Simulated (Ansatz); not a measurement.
**LaCdIn: relaxing a made-up structure**

Starting from a made-up structure for LaCdIn, the aim is the relaxed cell, its shortest contacts and, where a second run follows, its electronic structure.

Main program and level: Ansatz 0.2.0; DFT, PBE, plane-wave PAW, files of the set soft_1, scalar-relativistic, no spin, cell and ions relaxed at zero pressure; PAW set soft_1.

### 1. The starting structure

The structure is trigonal, space group P-3m1 (No. 164). The conventional cell has a = 4.962 Å, b = 4.962 Å, c = 7.976 Å, α = 90.00°, β = 90.00°, γ = 120.00°. La has 3 In at 3.32 Å and 6 Cd at 3.33 to 3.55 Å nearest. Nearest to In lie 3 In at 2.98 Å and 3 La at 3.32 Å. Nearest to Cd lie 3 Cd at 2.89 Å and 6 La at 3.33 to 3.55 Å and 1 In at 3.38 Å. Farther neighbours are not listed.

### 2. Relaxing cell and atoms

The guess takes its coordinates from another compound and its volume from a rule, so the cell and any free coordinates are relaxed together.

input.yaml reads:

```yaml
crystal:
  lattice:
    - [4.962, 0.0, 0.0]
    - [-2.481, 4.297218054, 0.0]
    - [0.0, 0.0, 7.976]
  atoms:
    - { symbol: La, position: [0.0, 0.0, 0.7384] }
    - { symbol: La, position: [0.0, 0.0, 0.2616] }
    - { symbol: In, position: [0.333333333, 0.666666667, 0.0509] }
    - { symbol: In, position: [0.666666667, 0.333333333, 0.9491] }
    - { symbol: Cd, position: [0.666666667, 0.333333333, 0.5254] }
    - { symbol: Cd, position: [0.333333333, 0.666666667, 0.4746] }
kpoints:
  mp_grid: { grid: [6, 6, 4] }
scf:
  occupations: { method: fermi_dirac, width: 0.05 }
hamiltonian:
  xc: pbe
  pseudopotentials: { kind: paw, azcp: { folder: soft_1 } }
relax:
  f_tol: 0.015
  max_steps: 70
  cell: {}
output:
  forces: true
  stress: true
```

On the command line:

```
$ ansatz run input.yaml --threads 4 --pin off --max-ram 10240MiB --backend cpu --events-out ev --progress --plain --runs-dir out
```

Numbers of over 12 decimals in the logs are rounded to 6 here.

Output:

```text
Engine: ansatz 0.2.0, aarch64-unknown-linux-gnu
Pseudopotentials: kind: paw
Pseudopotential: La, paw, valence charge 11, recommended cutoff 420 eV (normal), soft_1/La.paw.azcp
Pseudopotential: In, paw, valence charge 13, recommended cutoff 420 eV (normal), soft_1/In.paw.azcp
Pseudopotential: Cd, paw, valence charge 20, recommended cutoff 420 eV (normal), soft_1/Cd.paw.azcp
Functional definition: PBE
  parameter kappa = 0.804
  parameter beta = 0.066725
  exchange = pbe_x(kappa = kappa, mu = beta*pi^2/3)
  correlation = pbe_c(beta = beta)
Crystal: 6 atoms, lattice volume = 170.071 Å³
Basis set: ecut = 420 eV, 3345 PW (Γ), exchange–correlation on 72×72×108 points (8 copies of the dense FFT grid, shifted against one another)
Bands: 53, of which v1, the nominal top of the filled ones, is band 44 counted from 1 (43 counted from 0)
Symmetry: 12 space group operations
Space group: P-3m1 (ITA 164), of the structure as read, at distance tolerance 5.5e-5 Å
k-points: 24 of 144
Non-local potential: La, projectors of the file, l = 0: 3, l = 1: 2, l = 2: 2, l = 3: 3
Non-local potential: In, projectors of the file, l = 0: 2, l = 1: 2, l = 2: 2, l = 3: 1
Non-local potential: Cd, projectors of the file, l = 0: 3, l = 1: 2, l = 2: 2, l = 3: 1
PAW form: soft (Blöchl's): semilocal exchange-correlation on the pseudo side does not see the compensation charge
PAW one-centre angular grid: La, 590 points (default); XC on 64 Gauss nodes
PAW one-centre angular grid: In, 590 points (default); XC on 64 Gauss nodes
PAW one-centre angular grid: Cd, 590 points (default); XC on 64 Gauss nodes
Initial density: superposition of atomic densities (chi_scale 0.1, normalization cell, long waves kept (reshape's long-wave potential 0.01 eV rms))
Initial wavefunctions: pseudopotential atomic-orbital guess
Functional: x = pbe(κ = 0.804, μ = 0.219515), c = pbe(β = 0.066725)
SCF iter   1: F=—  HF=-40211.010649 eV  |F-HF|=—  |Δ(HF+E_count)|=         —  Δρ=5.22e-2  dr2=1.01e1  ethr=3.10e-3  ⟨swp⟩=7.2  Hψ=4693  notcnv=0
preconditioner: auto → Kerker (q_TF=auto, 2.445 Å⁻¹)  [metal: Δε(μ)=0.051 eV  Ē_g=9.666 eV  σ=0.050 eV  W_gap=0.25  n_scr=36 (ndim 8)  ℏωp=23.5 eV  f_vac=0.000  D(μ)=3.13/eV (n_scr^D=22)]
SCF iter   2: F=—  HF=-40208.923519 eV  |F-HF|=—  |Δ(HF+E_count)|=    2.09e0  Δρ=2.21e-2  dr2=2.19e0  ethr=3.10e-3  ⟨swp⟩=4.5  Hψ=2663  notcnv=0
SCF iter   3: F=—  HF=-40208.393952 eV  |F-HF|=—  |Δ(HF+E_count)|=   5.30e-1  Δρ=8.16e-3  dr2=2.68e-1  ethr=2.48e-3  ⟨swp⟩=4.1  Hψ=2156  notcnv=0
SCF iter   4: F=—  HF=-40208.332886 eV  |F-HF|=—  |Δ(HF+E_count)|=   6.11e-2  Δρ=2.42e-3  dr2=1.06e-2  ethr=3.05e-4  ⟨swp⟩=5.3  Hψ=2461  notcnv=0  defer=1
SCF iter   5: F=—  HF=-40208.333048 eV  |F-HF|=—  |Δ(HF+E_count)|=   1.62e-4  Δρ=7.39e-4  dr2=1.55e-3  ethr=1.21e-5  ⟨swp⟩=4.0  Hψ=2902  notcnv=0  defer=1
SCF iter   6: F=—  HF=-40208.333001 eV  |F-HF|=—  |Δ(HF+E_count)|=   4.75e-5  Δρ=2.92e-4  dr2=2.97e-4  ethr=1.76e-6  ⟨swp⟩=2.8  Hψ=2149  notcnv=0
SCF iter   7: F=—  HF=-40208.333002 eV  |F-HF|=—  |Δ(HF+E_count)|=   1.73e-6  Δρ=8.68e-5  dr2=2.03e-5  ethr=3.38e-7  ⟨swp⟩=2.9  Hψ=2272  notcnv=0
SCF iter   8: F=—  HF=-40208.332995 eV  |F-HF|=—  |Δ(HF+E_count)|=   7.25e-6  Δρ=3.56e-5  dr2=3.58e-6  ethr=2.30e-8  ⟨swp⟩=2.0  Hψ=2258  notcnv=0
SCF iter   9: F=—  HF=-40208.332995 eV  |F-HF|=—  |Δ(HF+E_count)|=   2.96e-7  Δρ=9.01e-6  dr2=2.97e-7  ethr=4.07e-9  ⟨swp⟩=2.0  Hψ=1644  notcnv=0
SCF iter  10: F=-40208.332995 eV  HF=-40208.332995 eV  |F-HF|=8.27e-9  |Δ(HF+E_count)|=   2.84e-8  Δρ=2.80e-6  dr2=2.30e-8  ethr=1.14e-10  ⟨swp⟩=5.0  Hψ=4900  notcnv=0
SCF 1 converged in 10 iterations: F = -40208.332995 eV  dr2 = 2.30e-8
  greatest PAW one-centre occupation: 1.000 electrons in one spin orbital (limit 2), on the Cd atom at site 5 (counted from 0), in its partial waves of l = 0
relax step   1: F+E_penalty+E_count = -40208.33299533 eV  Δ(F+E_penalty+E_count) = +0.000e0 eV  max|allowed force component| = 2.772e-2 eV/Å  Δτ_max = 0.0000 Å  P = +0.726 GPa  Ω = 170.071 Å³  (10 SCF iters, dr2 threshold 1.00e-7 eV, accepted)
Crystal: 6 atoms, lattice volume = 173.052 Å³
Basis set: ecut = 420 eV, 3417 PW (Γ), exchange–correlation on 72×72×108 points (8 copies of the dense FFT grid, shifted against one another)
Initial density: handed on by an earlier stage of this run
Initial wavefunctions: those handed on with the density
iter 1 solved again at ethr=5.34e-6 eV; its pass at ethr=3.10e-3 eV (dr2=4.70e-3 eV) is discarded
SCF iter   1: F=—  HF=-40208.342901 eV  |F-HF|=—  |Δ(HF+E_count)|=         —  Δρ=1.36e-3  dr2=4.86e-3  ethr=5.34e-6  ⟨swp⟩=2.1  Hψ=7969  notcnv=0
preconditioner: auto → Kerker (q_TF=auto, 2.437 Å⁻¹)  [metal: Δε(μ)=0.078 eV  Ē_g=11.522 eV  σ=0.050 eV  W_gap=0.35  n_scr=36 (ndim 8)  ℏωp=23.3 eV  f_vac=0.000  D(μ)=1.56/eV (n_scr^D=2)]
SCF iter   2: F=—  HF=-40208.341789 eV  |F-HF|=—  |Δ(HF+E_count)|=   1.11e-3  Δρ=6.62e-4  dr2=1.24e-3  ethr=5.34e-6  ⟨swp⟩=2.0  Hψ=1676  notcnv=0
SCF iter   3: F=—  HF=-40208.341511 eV  |F-HF|=—  |Δ(HF+E_count)|=   2.78e-4  Δρ=2.42e-4  dr2=1.81e-4  ethr=1.41e-6  ⟨swp⟩=2.2  Hψ=1711  notcnv=0
SCF iter   4: F=—  HF=-40208.341467 eV  |F-HF|=—  |Δ(HF+E_count)|=   4.38e-5  Δρ=8.24e-5  dr2=2.05e-5  ethr=2.06e-7  ⟨swp⟩=2.0  Hψ=2199  notcnv=0
SCF iter   5: F=—  HF=-40208.341467 eV  |F-HF|=—  |Δ(HF+E_count)|=   3.70e-7  Δρ=2.70e-5  dr2=2.64e-6  ethr=2.32e-8  ⟨swp⟩=2.0  Hψ=1994  notcnv=0
SCF iter   6: F=-40208.341466 eV  HF=-40208.341467 eV  |F-HF|=1.77e-7  |Δ(HF+E_count)|=   1.50e-7  Δρ=9.31e-6  dr2=3.45e-7  ethr=6.82e-10  ⟨swp⟩=5.0  Hψ=5460  notcnv=0
SCF 2 converged in 6 iterations: F = -40208.341466 eV  dr2 = 3.45e-7
relax step   2: F+E_penalty+E_count = -40208.34146641 eV  Δ(F+E_penalty+E_count) = -8.471e-3 eV  max|allowed force component| = 3.042e-2 eV/Å  Δτ_max = 0.0159 Å  P = -0.310 GPa  Ω = 173.052 Å³  energy of the carried Pulay correction = -3.750e-4 eV  (6 SCF iters, dr2 threshold 6.00e-7 eV, accepted)
Crystal: 6 atoms, lattice volume = 172.126 Å³
iter 1 solved again at ethr=6.61e-7 eV; its pass at ethr=3.10e-3 eV (dr2=5.82e-4 eV) is discarded
SCF iter   1: F=—  HF=-40208.343107 eV  |F-HF|=—  |Δ(HF+E_count)|=         —  Δρ=4.07e-4  dr2=8.19e-4  ethr=6.61e-7  ⟨swp⟩=2.8  Hψ=6809  notcnv=0
preconditioner: auto → Kerker (q_TF=auto, 2.440 Å⁻¹)  [metal: Δε(μ)=0.046 eV  Ē_g=11.488 eV  σ=0.050 eV  W_gap=0.22  n_scr=36 (ndim 8)  ℏωp=23.3 eV  f_vac=0.000  D(μ)=1.56/eV (n_scr^D=2)]
SCF iter   2: F=—  HF=-40208.342984 eV  |F-HF|=—  |Δ(HF+E_count)|=   1.23e-4  Δρ=2.16e-4  dr2=3.06e-4  ethr=6.61e-7  ⟨swp⟩=2.0  Hψ=1688  notcnv=0
SCF iter   3: F=—  HF=-40208.342911 eV  |F-HF|=—  |Δ(HF+E_count)|=   7.37e-5  Δρ=7.69e-5  dr2=4.81e-5  ethr=3.48e-7  ⟨swp⟩=2.0  Hψ=1500  notcnv=0
SCF iter   4: F=—  HF=-40208.342915 eV  |F-HF|=—  |Δ(HF+E_count)|=   4.76e-6  Δρ=2.81e-5  dr2=5.01e-6  ethr=5.47e-8  ⟨swp⟩=2.0  Hψ=1939  notcnv=0
SCF iter   5: F=—  HF=-40208.342915 eV  |F-HF|=—  |Δ(HF+E_count)|=   7.02e-7  Δρ=1.07e-5  dr2=6.34e-7  ethr=5.69e-9  ⟨swp⟩=2.5  Hψ=2327  notcnv=0
SCF iter   6: F=-40208.342914 eV  HF=-40208.342914 eV  |F-HF|=1.02e-8  |Δ(HF+E_count)|=   1.06e-7  Δρ=3.27e-6  dr2=2.94e-8  ethr=3.16e-10  ⟨swp⟩=5.0  Hψ=4882  notcnv=0
SCF 3 converged in 6 iterations: F = -40208.342914 eV  dr2 = 2.94e-8
relax step   3: F+E_penalty+E_count = -40208.34291445 eV  Δ(F+E_penalty+E_count) = -1.448e-3 eV  max|allowed force component| = 7.048e-3 eV/Å  Δτ_max = 0.0054 Å  P = -0.030 GPa  Ω = 172.126 Å³  energy of the carried Pulay correction = -2.592e-4 eV  (6 SCF iters, dr2 threshold 2.78e-7 eV, accepted)
Crystal: 6 atoms, lattice volume = 171.999 Å³
iter 1 solved again at ethr=2.35e-8 eV; its pass at ethr=3.10e-3 eV (dr2=2.07e-5 eV) is discarded
SCF iter   1: F=—  HF=-40208.342993 eV  |F-HF|=—  |Δ(HF+E_count)|=         —  Δρ=8.45e-5  dr2=2.11e-5  ethr=2.35e-8  ⟨swp⟩=3.6  Hψ=7199  notcnv=0
preconditioner: auto → Kerker (q_TF=auto, 2.440 Å⁻¹)  [metal: Δε(μ)=0.047 eV  Ē_g=11.500 eV  σ=0.050 eV  W_gap=0.23  n_scr=36 (ndim 8)  ℏωp=23.3 eV  f_vac=0.000  D(μ)=1.52/eV (n_scr^D=2)]
SCF iter   2: F=—  HF=-40208.342983 eV  |F-HF|=—  |Δ(HF+E_count)|=   9.54e-6  Δρ=4.45e-5  dr2=6.40e-6  ethr=2.35e-8  ⟨swp⟩=2.2  Hψ=1668  notcnv=0
SCF iter   3: F=—  HF=-40208.342979 eV  |F-HF|=—  |Δ(HF+E_count)|=   4.20e-6  Δρ=1.22e-5  dr2=4.28e-7  ethr=7.28e-9  ⟨swp⟩=2.0  Hψ=1891  notcnv=0
SCF iter   4: F=—  HF=-40208.342979 eV  |F-HF|=—  |Δ(HF+E_count)|=   6.92e-8  Δρ=4.28e-6  dr2=5.00e-8  ethr=4.87e-10  ⟨swp⟩=2.0  Hψ=1945  notcnv=0
SCF iter   5: F=-40208.342979 eV  HF=-40208.342979 eV  |F-HF|=1.89e-9  |Δ(HF+E_count)|=  3.64e-11  Δρ=1.41e-6  dr2=7.80e-9  ethr=9.13e-12  ⟨swp⟩=5.0  Hψ=5598  notcnv=0
SCF 4 converged in 5 iterations: F = -40208.342979 eV  dr2 = 7.80e-9
relax step   4: F+E_penalty+E_count = -40208.34297916 eV  Δ(F+E_penalty+E_count) = -6.471e-5 eV  max|allowed force component| = 3.017e-3 eV/Å  Δτ_max = 0.0016 Å  P = +0.004 GPa  Ω = 171.999 Å³  energy of the carried Pulay correction = -2.433e-4 eV  (5 SCF iters, dr2 threshold 8.03e-9 eV, accepted)
Initial wavefunctions: pseudopotential atomic-orbital guess (no wavefunctions were taken with the density)
iter 1 solved again at ethr=4.12e-6 eV; its pass at ethr=3.10e-3 eV (dr2=3.63e-3 eV) is discarded
SCF iter   1: F=—  HF=-40208.343179 eV  |F-HF|=—  |Δ(HF+E_count)|=         —  Δρ=6.20e-5  dr2=2.25e-7  ethr=4.12e-6  ⟨swp⟩=3.1  Hψ=8667  notcnv=0
eigensolver tolerance schedule: the retry pair's looser diagonalisation over-reported the residual by 16164.34 of it (diagonalisation noise at an unbounded share of the residual, at the tolerance the schedule requests for it); recorded, not acted on — ethr = c·dr2/N_el stays at c = 1.0e-1
preconditioner: auto → Kerker (q_TF=auto, 2.440 Å⁻¹)  [metal: Δε(μ)=0.048 eV  Ē_g=11.502 eV  σ=0.050 eV  W_gap=0.23  n_scr=36 (ndim 8)  ℏωp=23.3 eV  f_vac=0.000  D(μ)=1.52/eV (n_scr^D=2)]
SCF iter   2: F=—  HF=-40208.343207 eV  |F-HF|=—  |Δ(HF+E_count)|=   2.72e-5  Δρ=3.14e-5  dr2=6.47e-8  ethr=2.55e-10  ⟨swp⟩=3.5  Hψ=3583  notcnv=0
SCF iter   3: F=—  HF=-40208.343218 eV  |F-HF|=—  |Δ(HF+E_count)|=   1.15e-5  Δρ=4.43e-6  dr2=3.75e-9  ethr=7.35e-11  ⟨swp⟩=2.2  Hψ=1863  notcnv=0
SCF iter   4: F=—  HF=-40208.343218 eV  |F-HF|=—  |Δ(HF+E_count)|=   2.04e-7  Δρ=5.38e-7  dr2=8.02e-10  ethr=4.26e-12  ⟨swp⟩=2.0  Hψ=2258  notcnv=0
SCF iter   5: F=—  HF=-40208.343218 eV  |F-HF|=—  |Δ(HF+E_count)|=   1.40e-9  Δρ=2.16e-7  dr2=1.82e-10  ethr=1.00e-12  ⟨swp⟩=2.0  Hψ=1568  notcnv=0
SCF iter   6: F=-40208.343218 eV  HF=-40208.343218 eV  |F-HF|=0.00e0  |Δ(HF+E_count)|=  2.18e-11  Δρ=7.44e-8  dr2=1.27e-11  ethr=1.00e-12  ⟨swp⟩=5.0  Hψ=5332  notcnv=0
SCF 5 converged in 6 iterations: F = -40208.343218 eV  dr2 = 1.27e-11
relax step   5: F+E_penalty+E_count = -40208.34321839 eV  Δ(F+E_penalty+E_count) = -2.392e-4 eV  max|allowed force component| = 2.999e-3 eV/Å  Δτ_max = 0.0000 Å  P = +0.003 GPa  Ω = 171.999 Å³  stress off target by 8.20e-3 GPa  SCF on the basis re-selected at this cell (its energy is not comparable with the rows above)  (6 SCF iters)
basis re-selected at this cell: Δ(F+E_penalty+E_count) = -2.392e-4 eV, ΔP = -0.000 GPa vs the last step (what re-selecting the basis moved, of the pressure what is left beyond the Pulay correction that the steps carried, after the strain that the cell walked since its last selection, with what the two solves' SCF thresholds leave and, on support functions, any second-order correction that the steps lacked; it is no m [...]
SCF converged after 6 iterations
Free energy (F): -40208.343218 eV
Harris-Foulkes:  -40208.343218 eV  (|F-HF|=0.00e0)
Internal energy: -40208.329439 eV  (E = F + TS)
E sigma→0 (E₀):  -40208.336329 eV
Entropy (-TS):   -0.013780 eV (-2.297 meV/atom)
Fermi energy:    11.293526 eV
--- Per-component energies (eV) ---
  E_band       = -1004.850827
  E_kinetic    = 1687.134485
  E_local      = -10827.579791  (includes V_loc(G=0)·N_el)
  E_nonlocal   = 1061.120754
  E_hartree    = 4870.902792
  E_xc         = -887.143238
  E_vxc        = -864.169851  (∫ρ·V_xc dr)
  E_paw        = -27442.390831  (= ΣΔE_a)
  E_vpaw       = -1803.162754  (= ΣTr[D̂ρ^β])
  E_aug_tail   = 0.000964  (compensation charges beyond the density's cutoff)
  E_ewald      = -8670.374574
  E_smearing   = -0.013780  (= −TS)
  E_closure    = 0.000000  (closes the sum)
  Σ components = -40208.343218   (vs F -40208.343218, Δ=0.00e0)
--- Forces (eV/Å), atoms counted from 1 ---
  atom   1  La     0.00000000    -0.00000000     0.00095735
  atom   2  La    -0.00000000     0.00000000    -0.00095735
  atom   3  In     0.00000000    -0.00000000     0.00037872
  atom   4  In    -0.00000000     0.00000000    -0.00037872
  atom   5  Cd    -0.00000000     0.00000000     0.00299919
  atom   6  Cd     0.00000000    -0.00000000    -0.00299919
  max |Σ_I F_I| component: 6.94e-18 eV/Å
--- Stress (GPa, compression-positive) ---
        0.008203      -0.000000       0.000000
       -0.000000       0.008203      -0.000000
        0.000000      -0.000000      -0.006150
  P = ⅓ Tr σ = 0.0034 GPa (0.034 kbar)
--- Relaxed structure (4 steps of the walk, 4 accepted, 1 SCFs on fresh bases) ---
  F+E_penalty+E_count = -40208.34321839 eV   max|allowed force component| = 2.999e-3 eV/Å   (the final SCF, on the basis selected at the relaxed cell)
  cell:  # Å, volume = 171.9991 Å³
    - [5.006868, 0, 1.486559629682675e-18]
    - [-2.503434, 4.336075, -3.716399074206703e-19]
    - [2.3895202752453397e-18, 6.897950870734772e-19, 7.922517]
  atoms:
    - { symbol: La, position: [0, 0, 0.738694] }
    - { symbol: La, position: [0, 0, 0.261306] }
    - { symbol: In, position: [0.333333, 0.666667, 0.051984] }
    - { symbol: In, position: [0.666667, 0.333333, 0.948016] }
    - { symbol: Cd, position: [0.666667, 0.333333, 0.523883] }
    - { symbol: Cd, position: [0.333333, 0.666667, 0.476117] }
```

Elapsed: 13 s, on 4 threads of Arm Neoverse V2, shared host; peak memory 0.67 GiB.

Step by step:

```
step  energy less that of the first step (eV)  largest force component (eV/Å)  pressure (GPa)  volume (Å³)
   1                                   0.0000                          0.0277            0.73       170.07
   2                                  -0.0085                          0.0304           -0.31       173.05
   3                                  -0.0099                          0.0070           -0.03       172.13
   4                                  -0.0100                          0.0030            0.00       172.00
  5*                                  -0.0102                          0.0030            0.00       172.00
```

Relaxation steps marked * repeat the geometry before them on a plane-wave basis chosen anew for their cell, so energy and pressure can jump there.

Forces are held to the 12 operations that the run works with; a distortion that breaks them can't arise in this run.

```
conventional cell, symmetrised  before  after  change
                         a (Å)   4.962  5.007  +0.9 %
                         b (Å)   4.962  5.007  +0.9 %
                         c (Å)   7.976  7.923  -0.7 %
              volume (Å³/atom)   28.35  28.67  +1.1 %
```

The atoms that moved most (Å, as changes of fractional coordinates times the final cell):

```
atom     dx     dy      dz  length
 Cd6  0.000  0.000   0.012   0.012
 Cd5  0.000  0.000  -0.012   0.012
 In4  0.000  0.000  -0.009   0.009
 In3  0.000  0.000   0.009   0.009
```

The relaxed structure:

```xyz
6
Lattice="5.0069 0.0000 0.0000 -2.5034 4.3361 0.0000 0.0000 0.0000 7.9225" Properties=species:S:1:pos:R:3 pbc="T T T"
La    0.0000    0.0000    5.8523
La    0.0000    0.0000    2.0702
In    0.0000    2.8907    0.4118
In    2.5034    1.4454    7.5107
Cd    2.5034    1.4454    4.1505
Cd    0.0000    2.8907    3.7720
```

This step gave:

| Property | Result |
| --- | --- |
| free energy | -40208.3432 eV |
| energy at zero smearing | -40208.3363 eV |
| smearing term TS | 0.01378 eV |
| Fermi energy | 11.29 eV |
| electrons | 88 |
| symmetry operations | 12 |
| pressure | 0.003419 GPa |

Shortest distances by pair of elements, guess and relaxed (not always the same contact):

```
 pair  guess (Å)  relaxed (Å)
Cd–Cd      2.893        2.915
In–In      2.978        3.006
In–La      3.321        3.333
Cd–La      3.331        3.354
Cd–In      3.379        3.360
```

The relaxation ends with a largest force component of 0.0030 eV/Å and a pressure of 0.00 GPa.

### 3. What came out

| Quantity | Value |
| --- | --- |
| space group, relaxed | P-3m1 |
| conventional cell | a = 5.007, b = 5.007, c = 7.923 Å; α = 90.0°, β = 90.0°, γ = 120.0° |
| volume per atom | 28.67 Å³ (guess 28.35) |

What this shows: LaCdIn relaxes to P-3m1 with a = 5.007, b = 5.007 and c = 7.923 Å. The guessed volume was near the relaxed one. The space group P-3m1 was held in the relaxation, so the end point is a stationary structure within it and may be a saddle against distortions or other arrangements. Mesh and cutoff weren't tested. Spin-orbit coupling is left out, which can matter for elements this heavy. No dispersion term is used, so weakly bound directions may come out too long. Nothing here tests whether the compound is stable against decomposition.

[Logs are printed without paths, hosts, clocks, repeated set-up lines and the standing remarks that a program may print on its own settings, such as how far it seeks lower states.]

[Hosts, paths, dates, database ids (printed as entryN), source tags and the programs' standing remarks are cut or masked in the printed files.]
